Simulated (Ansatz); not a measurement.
## How Sr(111) screens a field

Aim: image plane and induced charge of Sr(111).

Method: plane-wave DFT, PBE, Ansatz PAW, in Ansatz 0.2.0.

Most raw output is cut from this account.

### Step 1. Set-up

The cell holds 7 atoms: 7 Sr. Its edges and angles: a = 4.299 Å, b = 4.299 Å, c = 39.062 Å, α = 90.0°, β = 90.0°, γ = 60.0°. Vacuum lies along c.

### Step 2. Single point, field 0

A sawtooth potential applies the field, turning back in the middle of the vacuum. With the dipole correction the typed value is the field outside the slab. The induced dipole is small, so the SCF threshold is tight.

input.yaml reads:

```yaml
crystal:
  lattice:
    - [4.2992092296, 0.0, 0.0]
    - [2.1496046148, 3.723224409, 0.0]
    - [0.0, 0.0, 39.06173782]
  atoms:
    - { symbol: Sr, position: [0.0, 0.0, 0.2304044956] }
    - { symbol: Sr, position: [0.3333333333, 0.3333333333, 0.3202696637] }
    - { symbol: Sr, position: [0.6666666667, 0.6666666667, 0.4101348319] }
    - { symbol: Sr, position: [0.0, 0.0, 0.5] }
    - { symbol: Sr, position: [0.3333333333, 0.3333333333, 0.5898651681] }
    - { symbol: Sr, position: [0.6666666667, 0.6666666667, 0.6797303363] }
    - { symbol: Sr, position: [0.0, 0.0, 0.7695955044] }
kpoints:
  mp_grid: { grid: [12, 12, 1] }
hamiltonian:
  xc: pbe
scf:
  occupations: { method: fermi_dirac, width: 0.1 }
  convergence: { dr2_threshold: 1.0e-10 }
efield:
  axis: 3
  dipole_correction: true
  ramp_position: 0.97
  ramp_width: 0.06
  amplitude: 0
output:
  forces: true
  write_potential: true
  write_density: true
  volumetric_format: npy
```

Started as:

```console
> ansatz run input.yaml --threads 2 --pin off --max-ram 3072MiB --backend cpu --events-out ev --progress --plain --runs-dir out
```

It took 79 s on 2 threads of Arm Neoverse N1, shared host; peak memory 0.92 GiB; 2.6 min of CPU time.

This step gave:

```
energy at zero smearing   : -24808.8498 eV
work function, upper face : 2.707 eV
dipole along the normal   : -1.74e-6 e·Å
```

Running mean over 3.51 Å of the planar mean; the ramp of the sawtooth is left out. Table of electron's electrostatic potential energy less the Fermi level by z:

| z (Å) | electron's electrostatic potential energy less the Fermi level (eV) |
| --- | --- |
| 4 | 2.69 |
| 5 | 2.62 |
| 6 | 2.24 |
| 7 | 0.141 |
| 8 | -3.62 |
| 9 | -4.15 |
| 10 | -4.00 |
| 11 | -3.93 |
| 12 | -3.93 |
| 13 | -3.93 |
| 14 | -3.94 |
| 15 | -3.94 |
| 16 | -3.94 |
| 17 | -3.93 |
| 18 | -3.93 |
| 19 | -3.93 |
| 20 | -3.93 |
| 21 | -3.93 |
| 22 | -3.93 |
| 23 | -3.94 |
| 24 | -3.94 |
| 25 | -3.94 |
| 26 | -3.93 |
| 27 | -3.93 |
| 28 | -3.93 |
| 29 | -3.99 |
| 30 | -4.15 |
| 31 | -3.71 |
| 32 | -0.132 |
| 33 | 2.20 |
| 34 | 2.61 |
| 35 | 2.69 |

Force by atom:

| atom | x (eV/Å) | y (eV/Å) | z (eV/Å) | size |
| --- | --- | --- | --- | --- |
| Sr1 | 0.0000 | 0.0000 | 0.0782 | 0.0782 |
| Sr2 | 0.0000 | 0.0000 | -0.0549 | 0.0549 |
| Sr3 | 0.0000 | 0.0000 | 0.0002 | 0.0002 |
| Sr4 | 0.0000 | 0.0000 | 0.0000 | 0.0000 |
| Sr5 | 0.0000 | 0.0000 | -0.0002 | 0.0002 |
| Sr6 | 0.0000 | 0.0000 | 0.0549 | 0.0549 |
| Sr7 | 0.0000 | 0.0000 | -0.0782 | 0.0782 |

The work function of the upper face is 2.71 eV.

### Step 3. Single point, field 0.03 V/Å

Changes to input.yaml since step 2:

```diff
@@ -25,3 +25,3 @@
   ramp_width: 0.06
-  amplitude: 0
+  amplitude: 0.03
 output:
```

Wall time 90 s (2 threads); peak memory 0.91 GiB; 3 min of CPU time.

The dipole is 0.0708 e·Å.

### Step 4. Atoms held, field -0.03 V/Å

Changes to input.yaml since step 3:

```diff
@@ -25,3 +25,3 @@
   ramp_width: 0.06
-  amplitude: 0.03
+  amplitude: -0.03
 output:
```

It took 90 s on 2 threads; peak memory 0.9 GiB.

The dipole is -0.0708 e·Å.

### Step 5. Atoms held, field 0.1 V/Å

Changes to input.yaml since step 4:

```diff
@@ -25,3 +25,3 @@
   ramp_width: 0.06
-  amplitude: -0.03
+  amplitude: 0.1
 output:
```

Elapsed: 92 s, on 2 threads; peak memory 0.91 GiB; 3 min of CPU time.

The dipole is 0.236 e·Å.

### Step 6. Single point, field -0.1 V/Å

Changes to input.yaml since step 5:

```diff
@@ -25,3 +25,3 @@
   ramp_width: 0.06
-  amplitude: 0.1
+  amplitude: -0.1
 output:
```

It took 92 s on 2 threads; peak memory 0.91 GiB; 3 min of CPU time.

The dipole is -0.236 e·Å.

### Step 7. Atoms held, field 0.15 V/Å

Changes to input.yaml since step 6:

```diff
@@ -25,3 +25,3 @@
   ramp_width: 0.06
-  amplitude: -0.1
+  amplitude: 0.15
 output:
@@ -31 +31,2 @@
   volumetric_format: npy
+  elf: true
```

Run time: 95 s. Hardware: 2 threads; peak memory 0.91 GiB; 3.1 min of CPU time.

Running mean over 3.51 Å of the planar mean, with the applied field; the ramp of the sawtooth is left out. The electron's electrostatic potential energy less the Fermi level by z:

z (Å), electron's electrostatic potential energy less the Fermi level (eV) and a bar from the least value:
```
        4       2.37 ###########################
        5       2.44 ############################
        6       2.17 ##########################
        7       0.13 ##################
        8      -3.61 ##
        9      -4.15 
       10      -4.00 #
       11      -3.93 #
       12      -3.93 #
       13      -3.93 #
       14      -3.94 #
       15      -3.94 #
       16      -3.94 #
       17      -3.93 #
       18      -3.93 #
       19      -3.93 #
       20      -3.93 #
       21      -3.93 #
       22      -3.93 #
       23      -3.94 #
       24      -3.94 #
       25      -3.94 #
       26      -3.93 #
       27      -3.93 #
       28      -3.93 #
       29      -3.99 #
       30      -4.15 
       31      -3.72 ##
       32      -0.11 #################
       33       2.28 ###########################
       34       2.81 #############################
       35       3.03 ##############################
```

The dipole is 0.354 e·Å.

### Step 8. The response

This step: plane-wave DFT, PBE, Ansatz PAW; screening of a field by a metal slab (Ansatz 0.2.0).

The dipoles give the slope, and the difference of two potentials shows where the field is screened.

Numbers from this step:

```
equivalent conductor thickness p/(ε₀AE)      : 26.68 Å
distance between the outer atoms             : 21.06 Å
inner field over outer field                 : -7.08e-4
image plane, upper face                      : 2.829 Å
induced electrons on the upper face over ε₀E : -0.9934
image plane, lower face                      : 2.829 Å
induced electrons on the lower face over ε₀E : 0.9933
```

The dipole of the cell by applied field:

| applied field (V/Å) | dipole of the cell (e·Å) |
| --- | --- |
| -0.100 | -0.236 |
| -0.030 | -0.0708 |
| 0.000 | -1.7e-6 |
| 0.030 | 0.0708 |
| 0.100 | 0.236 |
| 0.150 | 0.354 |

Local field over the applied field, running mean. From the potentials at -0.03 and 0.03 V/Å; running mean over 3.51 Å. The local field over applied field by z:

z (Å), local field over applied field and a bar from the least value:
```
        5      0.852 ##############################
        6      0.608 ######################
        7      0.292 ###########
        8      0.061 ###
        9     -0.040 
       10     -0.022 #
       11      0.007 ##
       12      0.000 #
       13     -0.004 #
       14      0.001 #
       15      0.001 #
       16     -0.003 #
       17     -0.001 #
       18      0.000 #
       19     -0.001 #
       20     -0.002 #
       21      0.000 #
       22     -0.001 #
       23     -0.003 #
       24      0.001 #
       25      0.002 #
       26     -0.004 #
       27     -0.001 #
       28      0.007 ##
       29     -0.019 #
       30     -0.041 
       31      0.051 ###
       32      0.274 ###########
       33      0.589 #####################
       34      0.842 ##############################
```

Electrons, planar mean, per unit field. Table of induced electron density by z:

| z (Å) | induced electron density (e/Å³ per V/Å) |
| --- | --- |
| 5 | 5.5e-4 |
| 6 | 0.00177 |
| 7 | 0.00313 |
| 8 | 9.5e-4 |
| 9 | -0.00147 |
| 10 | -8.0e-6 |
| 11 | 4.8e-4 |
| 12 | -1.9e-4 |
| 13 | -1.1e-4 |
| 14 | 1.7e-4 |
| 15 | 3.6e-6 |
| 16 | -1.1e-4 |
| 17 | 4.6e-5 |
| 18 | 2.4e-5 |
| 19 | -5.8e-5 |
| 20 | 5.2e-5 |
| 21 | -1.8e-5 |
| 22 | -4.8e-5 |
| 23 | 1.1e-4 |
| 24 | 1.8e-5 |
| 25 | -1.7e-4 |
| 26 | 8.1e-5 |
| 27 | 2.0e-4 |
| 28 | -4.5e-4 |
| 29 | -5.6e-5 |
| 30 | 0.00144 |
| 31 | -6.9e-4 |
| 32 | -0.00313 |
| 33 | -0.00187 |
| 34 | -6.0e-4 |

By hand: between -0.03 and 0.03 V/Å the dipole changes by 0.1416 e·Å, a slope of 2.359 e·Å²/V. A perfect conductor of thickness t has p = ε₀AEt, so t = 180.95 × 2.359 / 16.007 = 26.67 Å (e/ε₀ = 180.95 V·Å, A in Å²). Less the 21.06 Å between the outer atoms, and halved, that puts each image plane 2.80 Å out.

The induced dipole is that of a conductor 26.68 Å thick.

### Step 9. Varying the input

This step: plane-wave DFT, PBE, Ansatz PAW (Ansatz 0.2.0).

A run with a changed input: it repeats the earlier run at 0.03 V/Å with scf.eigensolver.kind to davidson and kpoints.mp_grid.grid from [12, 12, 1] to [10, 10, 1].

Changes to input.yaml since step 7:

```diff
@@ -14,3 +14,3 @@
 kpoints:
-  mp_grid: { grid: [12, 12, 1] }
+  mp_grid: { grid: [10, 10, 1] }
 hamiltonian:
@@ -20,2 +20,3 @@
   convergence: { dr2_threshold: 1.0e-10 }
+  eigensolver: { kind: davidson }
 efield:
@@ -25,3 +26,3 @@
   ramp_width: 0.06
-  amplitude: 0.15
+  amplitude: 0.03
 output:
@@ -31,2 +32 @@
   volumetric_format: npy
-  elf: true
```

It took 83 s on 2 threads; peak memory 0.81 GiB; 2.7 min of CPU time.

| quantity | this run | earlier run | difference |
| --- | --- | --- | --- |
| dipole along the normal (e·Å) | 0.07078 | 0.07078 | 5.0e-6 |

The dipole moves by under 0.5 % or 5e-5 e·Å.

The change did no harm here.

### Step 10. The same run with other settings

An input spoilt on purpose, to show how the run answers: it repeats the earlier run at 0.03 V/Å with scf.n_extra_bands to 0 and scf.occupations from method: fermi_dirac, width: 0.1 to method: fermi_dirac, width: 0.3, and scf.max_iter set to 50.

Changes to input.yaml since step 9:

```diff
@@ -14,3 +14,3 @@
 kpoints:
-  mp_grid: { grid: [10, 10, 1] }
+  mp_grid: { grid: [12, 12, 1] }
 hamiltonian:
@@ -18,5 +18,6 @@
 scf:
-  occupations: { method: fermi_dirac, width: 0.1 }
+  occupations: { method: fermi_dirac, width: 0.3 }
   convergence: { dr2_threshold: 1.0e-10 }
-  eigensolver: { kind: davidson }
+  n_extra_bands: 0
+  max_iter: 50
 efield:
```

It took 0.06 s on 2 threads; peak memory 0.069 GiB.

The program refused the input before any cycle.

The program's message: “Error: inconsistent input (scf.n_extra_bands, scf.occupations.method): n_bands = 35 leaves no empty band above the 35 bands per channel that the deck's 70 electrons occupy, and the occupations search …”

The fault put into the input: too few bands.

### Step 11. Results

```json
{"work function": "2.71 eV", "image plane, upper face": "2.83 Å", "induced electrons on the upper face over ε₀E": "-0.993", "equivalent conductor thickness p/(ε₀AE)": "26.7 Å", "inner field over outer field": "-7.1e-4"}
```

The induced charge has its centre 2.83 Å outside the outermost atoms; this is the plane from which a capacitor's gap or an image potential counts. The equivalent conductor thickness exceeds the distance between the outer atoms by 5.61 Å, about the sum of the two image-plane distances. In the middle of the slab the field is screened to under 0.5 % of its outer value. The atoms are held at bulk positions with the tabulated experimental lattice constant.

[Logs are printed without paths, hosts, clocks, repeated set-up lines and the standing remarks that a program may print on its own settings, such as how far it seeks lower states.]

[Hosts, paths, dates, database ids (printed as entryN), source tags and the programs' standing remarks are cut or masked in the printed files.]

[Maps of the electrostatic potential energy from Ansatz leave out the sawtooth potential of an applied field or a dipole correction, so their vacuum need not be flat; planar profiles and work functions include it.]
